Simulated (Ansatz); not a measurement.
# Ni wire along [110], 19 atoms a period: bands along the axis, part 2 of 2

What gap, if any, does the Ni wire along [110], 19 atoms a period have, and how many channels would it open?

Ansatz 0.2.0; DFT PBE, plane waves, PAW; relaxation of a wire's period; PAW set soft_1 (the session's first sound run).

So far: Starting point; Relaxing the period.

## Step 2: Relaxing the period (continued)

The steps of the relaxation:

```
step  energy less that of the first step (eV)  largest force component (eV/Å)  pressure (GPa)  volume (Å³)
   1                                   0.0000                          0.7430           -2.85       577.21
   2                                  -0.2751                          0.4356           -1.46       570.86
   3                                  -0.3850                          0.0706            0.31       562.55
   4                                  -0.3882                          0.0221           -0.09       563.66
   5                                  -0.3886                          0.0063           -0.01       563.52
  6*                                  -0.3845                          0.0063            0.00       563.52
```

Relaxation steps marked * repeat the geometry before them on a plane-wave basis chosen anew for their cell, so energy and pressure can jump there.

The run keeps the 8 symmetry operations that it works with, so distortions that break them were not tested.

```
cell as run  before  after  change
      c (Å)   2.489  2.430  -2.4 %
```

The atoms that moved most (Å, along periodic axes as changes of fractional coordinates times the final cell, across vacuum about the mean position):

```
atom      dx      dy     dz  length
 Ni5   0.000  -0.153  0.000   0.153
Ni18   0.000   0.153  0.000   0.153
 Ni1   0.048  -0.051  0.000   0.070
 Ni6  -0.048  -0.051  0.000   0.070
Ni16   0.048   0.051  0.000   0.070
Ni19  -0.048   0.051  0.000   0.070
Ni11  -0.030  -0.035  0.000   0.046
Ni15   0.030  -0.035  0.000   0.046
```

Numbers from this step:

| Quantity | Value |
| --- | --- |
| energy at zero smearing | -110943.4568 eV |
| total moment | 13.47 μB |
| absolute moment | 15.24 μB |
| cell length along the wire | 2.430 Å |

Site moment by atom:

```csv
atom,site moment (μB)
Ni1,0.765
Ni2,0.765
Ni3,0.751
Ni4,0.685
Ni5,0.750
Ni6,0.765
Ni7,0.765
Ni8,0.749
Ni9,0.724
Ni10,0.724
Ni11,0.749
Ni12,0.749
Ni13,0.724
Ni14,0.724
Ni15,0.749
Ni16,0.765
Ni17,0.751
Ni18,0.750
Ni19,0.765
```

The cell's length comes to 2.430 Å with an absolute moment of 15.24 μB a cell.

## Step 3: The wire at its relaxed period

This step: DFT PBE, plane waves, PAW; bands of a perfect wire; PAW set soft_1 (Ansatz 0.2.0).

At the relaxed period the bands are computed along the axis; those that cross an energy going forward count the channels that a perfect wire would open there.

Input file input.yaml:

```yaml
crystal:
  lattice:
    - [13.84, 0.0, 0.0]
    - [0.0, 16.756, 0.0]
    - [0.0, 0.0, 2.4299704843]
  atoms:
    - { symbol: Ni, position: [0.249157468, 0.645529388, 0.0], spin: 0.77 }
    - { symbol: Ni, position: [0.245153705, 0.5, 0.0], spin: 0.77 }
    - { symbol: Ni, position: [0.5, 0.647147414, 0.0], spin: 0.75 }
    - { symbol: Ni, position: [0.5, 0.5, 0.0], spin: 0.69 }
    - { symbol: Ni, position: [0.5, 0.787968164, 0.0], spin: 0.75 }
    - { symbol: Ni, position: [0.750842532, 0.645529388, 0.0], spin: 0.77 }
    - { symbol: Ni, position: [0.754846295, 0.5, 0.0], spin: 0.77 }
    - { symbol: Ni, position: [0.37064921, 0.279268767, 0.5], spin: 0.75 }
    - { symbol: Ni, position: [0.371427321, 0.426854873, 0.5], spin: 0.72 }
    - { symbol: Ni, position: [0.371427321, 0.573145127, 0.5], spin: 0.72 }
    - { symbol: Ni, position: [0.37064921, 0.720731233, 0.5], spin: 0.75 }
    - { symbol: Ni, position: [0.62935079, 0.279268767, 0.5], spin: 0.75 }
    - { symbol: Ni, position: [0.628572679, 0.426854873, 0.5], spin: 0.72 }
    - { symbol: Ni, position: [0.628572679, 0.573145127, 0.5], spin: 0.72 }
    - { symbol: Ni, position: [0.62935079, 0.720731233, 0.5], spin: 0.75 }
    - { symbol: Ni, position: [0.249157468, 0.354470612, 0.0], spin: 0.77 }
    - { symbol: Ni, position: [0.5, 0.352852586, 0.0], spin: 0.75 }
    - { symbol: Ni, position: [0.5, 0.212031836, 0.0], spin: 0.75 }
    - { symbol: Ni, position: [0.750842532, 0.354470612, 0.0], spin: 0.77 }
magnetization:
  spin_polarized: true
kpoints:
  mp_grid: { grid: [1, 1, 33] }
  band_path: { path: ["Γ", Z], npoints: 90 }
scf:
  occupations: { method: fermi_dirac, width: 0.05 }
hamiltonian:
  xc: pbe
  pseudopotentials: { kind: paw, azcp: { folder: soft_1 } }
output:
  dos: { e_range: [-5, 4] }
  write_potential: true
  write_density: true
  volumetric_format: npy
```

The run is started by

```console
$ ansatz run input.yaml --threads 4 --pin off --max-ram 16384MiB --backend cpu --events-out ev --progress --plain --runs-dir out
```

Numbers of over 12 decimals in the logs are rounded to 6 here.

Log:

```text
[...]
Crystal: 19 atoms, lattice volume = 563.518 Å³
Basis set: ecut = 420 eV, 10937 PW (Γ)
Bands: 214, of which v1, the nominal top of the filled ones, is band 171 counted from 1 (170 counted from 0)
Symmetry: 8 space group operations
[...]
k-points: 17 of 33
[...]
Starting moments: Σ|m| = 14.19 μB on 19 of 19 sites
[...]
SCF iter   1: F=—  HF=-110926.853054 eV  |F-HF|=—  |Δ(HF+E_count)|=         —  Δρ=3.21e-2 (↑2.11e-2 ↓3.21e-2)  dr2=2.78e1  dr2_m=2.57e0  M=15.989 μB ∫|m|=16.810 μB  β_m=0.30  ethr=3.10e-3  ⟨swp⟩=8.1  Hψ=33905  notcnv=0  defer=416
[...]
SCF iter  16: F=-110943.599960 eV  HF=-110943.599960 eV  |F-HF|=4.85e-8  |Δ(HF+E_count)|=   1.27e-9  Δρ=2.08e-6 (↑4.47e-7 ↓2.08e-6)  dr2=5.35e-8  dr2_m=5.31e-9  M=13.473 μB ∫|m|=15.218 μB  ethr=2.10e-11  ⟨swp⟩=12.4  Hψ=32884  notcnv=0
SCF 1 converged in 16 iterations: F = -110943.599960 eV  dr2 = 5.35e-8
[...]
WARN: The output density's exchange-correlation potential varies sharply where the density is thin. Do not read a vacuum level from v_tot or v_xc, or from such a field of the output density. On a cell that repeats whose density bears no net charge and no dipole along the vacuum's axis use v_es (v_loc + v_h of the components); under efield.dipole_correction with no amplitude use v_es + v_field, which holds any externa [...]
NSCF: frozen V_eff on 91 k-points
SCF converged after 16 iterations
Magnetization: 13.4733 μB (177.7366 up, 164.2634 down)
Absolute magnetization: 15.2372 μB (∫|ρ↑−ρ↓|, with the PAW one-centre terms)
[...]
Per-site moments (μB) at R_I (Å): [(0.765325, 0.994359), (0.765084, 1.002363), (0.751381, 0.973332), (0.685335, 1.002363), (0.750417, 0.973332), (0.765325, 0.994359), (0.765084, 1.002363), (0.748664, 1.001216), (0.723817, 0.994359), (0.723817, 0.994359), (0.748664, 1.001216), (0.748664, 1.001216), (0.723817, 0.994359), (0.723817, 0.994359), (0.748664, 1.001216), (0.765325, 0.994359), (0.751381, 0.973332), (0.750417, 0.973332), (0.765325, 0.994359)]
Free energy (F): -110943.599960 eV
[...]
Internal energy: -110943.314016 eV  (E = F + TS)
E sigma→0 (E₀):  -110943.456988 eV
Entropy (-TS):   -0.285943 eV (-15.050 meV/atom)
Fermi energy:    3.677463 eV
[...]
--- Band table (eV; the first three rows and the last of 34) ---
  k-point 0 ↑: bands = [... 167 lower, 2.8962, 2.8978, 2.9661, 2.9972, 3.0307, 3.0373, 3.0771, 3.0850, ... 39 higher]
  k-point 1 ↑: bands = [... 167 lower, 2.8742, 2.9406, 2.9663, 2.9901, 3.0107, 3.0161, 3.0459, 3.0672, ... 39 higher]
  k-point 2 ↑: bands = [... 167 lower, 2.8599, 2.9446, 2.9533, 2.9625, 2.9997, 3.0030, 3.0239, 3.0261, ... 39 higher]
  k-point 16 ↓: bands = [... 167 lower, 4.0661, 4.1728, 4.2127, 4.2171, 4.6568, 4.9896, 5.2612, 5.5082, ... 39 higher]
```

Run time: 11 min. Hardware: 4 threads of Arm Neoverse V1, shared host; peak memory 9.3 GiB.

This step gave:

```
energy at zero smearing : -110943.4570 eV
band gap                : 0 eV
```

Between Γ and Z the bands cross the Fermi level 34 times, so a perfect wire would conduct at least 17 G₀, with an absolute moment of 15.24 μB a cell.

## Step 4: Outcome

| Quantity | Value |
| --- | --- |
| cell length, PBE | 2.430 Å |
| absolute moment, PBE | 15.2 μB |
| ballistic conductance by band crossings, a lower bound, PBE | 17 G₀ |

What this shows: Under PBE the cell's length is 2.43 Å, the absolute moment is 15.24 μB a cell, and the bands cross the Fermi level 34 times between Γ and Z, which gives a perfect wire at least 17 G₀ (opposite crossings within one step of the path cancel in such a count). In the perfect wire the moments were started parallel, and no opposed start was run. No search over magnetic orders was made; another may lie lower.

[Logs are printed without paths, hosts, clocks, repeated set-up lines and the standing remarks that a program may print on its own settings, such as how far it seeks lower states.]

[Hosts, paths, dates, database ids (printed as entryN), source tags and the programs' standing remarks are cut or masked in the printed files.]
